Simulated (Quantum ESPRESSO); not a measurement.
# MgO (Periclase): phonon frequency against volume, with a fit

Aim: the Grüneisen parameter and the pressure coefficient of an optical mode of MgO (Periclase).

Program: Quantum ESPRESSO 7.5. Level of theory: DFT LDA, scalar-relativistic, plane waves, PseudoDojo norm-conserving pseudopotentials. Results are calculated unless marked as measured.

The database entry behind the starting cell differs from later determinations by our own check (about 0.1 % long), so it need not match the best structure at ambient conditions.

### Step 1. The relaxed structure

It takes space group Fm-3m (No. 225, cubic). Conventional cell: a = 4.160 Å, b = 4.160 Å, c = 4.160 Å, α = 90.00°, β = 90.00°, γ = 90.00°. Mg has 6 O at 2.08 Å nearest. O has 6 Mg at 2.08 Å nearest. Farther neighbours and most contacts between anions are not listed.

This is the cell after its relaxation at this level of theory, not the database cell from which that began.

### Step 2. Runs at several volumes

The relaxed cell is scaled uniformly; in this structure symmetry fixes all atoms, so nothing has to be relaxed anew. Each volume gets a ground state and a response at Γ. The mode followed is the highest one without the macroscopic field, of symmetry T1u; longitudinal polar modes lie higher. Cutoff 92 Ry, k mesh 12×12×12.

From the response at V/V₀ = 0.94:

The log of the run:

```text
[banners, grids, parts of the stress and lines that vanish by symmetry left out]
Program PHONON v.7.5
     Reading xml data from directory:

[...]
Exchange-correlation= PW
                           (   1   4   0   0   0   0   0)
[...]
kinetic-energy cut-off    =      92.0000  Ry
     charge density cut-off    =     368.0000  Ry
     convergence threshold     =      1.0E-18
[...]
Exchange-correlation= PW
                           (   1   4   0   0   0   0   0)
[...]
q = (   0.0000000   0.0000000   0.0000000 )
     49 Sym.Ops. (with q -> -q+G )
     G cutoff =  552.8711  (  13635 G-vectors)     FFT grid: ( 36, 36, 36)
     number of k points=    72
[...]
Mode symmetry, O_h (m-3m)  point group:
[...]
Dielectric constant
[...]
End of electric fields calculation
          Dielectric constant in cartesian axis
          (       3.111179954       0.000000000       0.000000000 )
          (       0.000000000       3.111179954       0.000000000 )
          (       0.000000000       0.000000000       3.111179954 )
          Effective charges (d Force / dE) in cartesian axis without acoustic sum rule applied (asr)
           atom    1  Mg    Mean Z*:        1.94661
      Ex  (        1.94661       -0.00000       -0.00000 )
      Ey  (       -0.00000        1.94661        0.00000 )
      Ez  (       -0.00000        0.00000        1.94661 )
           atom    2  O     Mean Z*:       -1.94637
      Ex  (       -1.94637        0.00000        0.00000 )
      Ey  (        0.00000       -1.94637       -0.00000 )
      Ez  (        0.00000       -0.00000       -1.94637 )
          Effective charges Sum: Mean:        0.00024
[...]
Effective charges (d Force / dE) in cartesian axis with asr applied:
           atom    1  Mg    Mean Z*:        1.94649
[...]
atom    2  O     Mean Z*:       -1.94649
[...]
Representation #   1 modes #   1   2   3
[...]
End of self-consistent calculation
     Convergence has been achieved
     Representation #   2 modes #   4   5   6
[...]
End of self-consistent calculation
     Convergence has been achieved
[...]
Dielectric constant in cartesian axis
          (       3.111179954       0.000000000       0.000000000 )
          (       0.000000000       3.111179954       0.000000000 )
          (       0.000000000       0.000000000       3.111179954 )
          Effective charges (d Force / dE) in cartesian axis without acoustic sum rule applied (asr)
           atom    1  Mg    Mean Z*:        1.94661
      Ex  (        1.94661       -0.00000       -0.00000 )
      Ey  (       -0.00000        1.94661        0.00000 )
      Ez  (       -0.00000        0.00000        1.94661 )
           atom    2  O     Mean Z*:       -1.94637
      Ex  (       -1.94637        0.00000        0.00000 )
      Ey  (        0.00000       -1.94637       -0.00000 )
      Ez  (        0.00000       -0.00000       -1.94637 )
          Effective charges Sum: Mean:        0.00024
[...]
Effective charges (d Force / dE) in cartesian axis with asr applied:
           atom    1  Mg    Mean Z*:        1.94649
[...]
atom    2  O     Mean Z*:       -1.94649
[...]
q = (    0.000000000   0.000000000   0.000000000 )
[...]
freq (    1) =       0.087602 [THz] =       2.922085 [cm-1]
     freq (    2) =       0.087602 [THz] =       2.922085 [cm-1]
     freq (    3) =       0.087602 [THz] =       2.922085 [cm-1]
     freq (    4) =      14.062117 [THz] =     469.061747 [cm-1]
     freq (    5) =      14.062117 [THz] =     469.061747 [cm-1]
     freq (    6) =      14.062117 [THz] =     469.061747 [cm-1]
[...]
Mode symmetry, O_h (m-3m)  point group:
     freq (   1-   3) =          2.9  [cm-1]   --> T_1u G_15  G_4- I
     freq (   4-   6) =        469.1  [cm-1]   --> T_1u G_15  G_4- I

   JOB DONE.
```

One volume, V/V₀ = 0.97, is held back as a test.

| V/V₀ | volume (Å³/atom) | pressure (GPa) | ω (cm⁻¹) |
| --- | --- | --- | --- |
| 0.94 | 8.461 | 12.10 | 469.06 |
| 0.97 | 8.731 | 5.58 | held back |
| 1 | 9.001 | -0.01 | 409.08 |
| 1.03 | 9.271 | -4.80 | 380.91 |
| 1.06 | 9.541 | -8.91 | 353.72 |

### Step 3. The fit

The mode Grüneisen parameter is γ = −d ln ω / d ln V.

| ln(V/V₀) | ln ω |
| --- | --- |
| -0.0619 | 6.1507 |
| 0.0000 | 6.0139 |
| 0.0296 | 5.9426 |
| 0.0583 | 5.8685 |

A straight line through these points has the slope -2.337, so γ = 2.34; at V/V₀ = 0.97 it predicts ω = exp(6.0091 + 0.0712) = 437.15 cm⁻¹.

A parabola of pressure against ln V through V/V₀ = 0.97, 1 and 1.03 gives the bulk modulus B = −dP/d ln V = 173 GPa at V₀. With ω₀ from the fitted line the pressure coefficient follows as dω/dP = γ ω₀ / B = 2.34 × 407.1 / 173 = 5.51 cm⁻¹/GPa.

### Step 4. The run that was held back

The log of the run:

```text
[banners, grids, parts of the stress and lines that vanish by symmetry left out]
[banner, memory and clock lines left out]
Program PHONON v.7.5

[...]
Exchange-correlation= PW
                           (   1   4   0   0   0   0   0)
[...]
kinetic-energy cut-off    =      92.0000  Ry
     charge density cut-off    =     368.0000  Ry
     convergence threshold     =      1.0E-18
[...]
Exchange-correlation= PW
                           (   1   4   0   0   0   0   0)
[...]
q = (   0.0000000   0.0000000   0.0000000 )
     49 Sym.Ops. (with q -> -q+G )
     G cutoff =  564.5726  (  14163 G-vectors)     FFT grid: ( 36, 36, 36)
     number of k points=    72
[...]
Mode symmetry, O_h (m-3m)  point group:
[...]
Dielectric constant
[...]
End of electric fields calculation
          Dielectric constant in cartesian axis
          (       3.140264899      -0.000000000      -0.000000000 )
          (      -0.000000000       3.140264899       0.000000000 )
          (      -0.000000000       0.000000000       3.140264899 )
          Effective charges (d Force / dE) in cartesian axis without acoustic sum rule applied (asr)
           atom    1  Mg    Mean Z*:        1.95929
      Ex  (        1.95929       -0.00000        0.00000 )
      Ey  (       -0.00000        1.95929        0.00000 )
      Ez  (       -0.00000        0.00000        1.95929 )
           atom    2  O     Mean Z*:       -1.95904
      Ex  (       -1.95904       -0.00000        0.00000 )
      Ey  (        0.00000       -1.95904       -0.00000 )
      Ez  (       -0.00000       -0.00000       -1.95904 )
[...]
Representation #   1 modes #   1   2   3
[...]
End of self-consistent calculation
     Convergence has been achieved
     Representation #   2 modes #   4   5   6
[...]
End of self-consistent calculation
     Convergence has been achieved
[...]
Dielectric constant in cartesian axis
          (       3.140264899      -0.000000000      -0.000000000 )
          (      -0.000000000       3.140264899       0.000000000 )
          (      -0.000000000       0.000000000       3.140264899 )
          Effective charges (d Force / dE) in cartesian axis without acoustic sum rule applied (asr)
           atom    1  Mg    Mean Z*:        1.95929
      Ex  (        1.95929       -0.00000        0.00000 )
      Ey  (       -0.00000        1.95929        0.00000 )
      Ez  (       -0.00000        0.00000        1.95929 )
           atom    2  O     Mean Z*:       -1.95904
      Ex  (       -1.95904       -0.00000        0.00000 )
      Ey  (        0.00000       -1.95904       -0.00000 )
      Ez  (       -0.00000       -0.00000       -1.95904 )
          Effective charges Sum: Mean:        0.00025
[...]
Effective charges (d Force / dE) in cartesian axis with asr applied:
           atom    1  Mg    Mean Z*:        1.95917
[...]
atom    2  O     Mean Z*:       -1.95917
[...]
q = (    0.000000000   0.000000000   0.000000000 )
[...]
freq (    1) =       0.082429 [THz] =       2.749540 [cm-1]
     freq (    2) =       0.082429 [THz] =       2.749540 [cm-1]
     freq (    3) =       0.082429 [THz] =       2.749540 [cm-1]
     freq (    4) =      13.143124 [THz] =     438.407437 [cm-1]
     freq (    5) =      13.143124 [THz] =     438.407437 [cm-1]
     freq (    6) =      13.143124 [THz] =     438.407437 [cm-1]
[...]
Mode symmetry, O_h (m-3m)  point group:
     freq (   1-   3) =          2.7  [cm-1]   --> T_1u G_15  G_4- I
     freq (   4-   6) =        438.4  [cm-1]   --> T_1u G_15  G_4- I
```

It gives 438.41 cm⁻¹ against the predicted 437.15 cm⁻¹, a miss of 1 cm⁻¹.

### Step 5. What came out

```
mode Grüneisen parameter : 2.337
bulk modulus             : 173 GPa
pressure coefficient     : 5.51 cm⁻¹/GPa
```

In words: The highest optical mode of MgO (Periclase) without the LO-TO term stiffens by 5.51 cm⁻¹ a GPa near the relaxed volume, with γ = 2.34. The power law meets all 5 runs within 0.49 %; between neighbouring volumes γ runs from 2.15 to 2.58. Such a coefficient turns a measured shift of this mode into a hydrostatic stress; uniaxial or biaxial stress splits the mode and needs deformation potentials. These are harmonic values at zero temperature for the structure held cubic, which a run at Γ can't show to be stable; the bulk modulus rests on three points.

[Host names and launcher messages were left out of these logs when they were recorded.]

[Logs are printed without paths, hosts, clocks, repeated set-up lines and the standing remarks that a program may print on its own settings, such as how far it seeks lower states.]

[Hosts, paths, dates, database ids (printed as entryN), source tags and the programs' standing remarks are cut or masked in the printed files.]
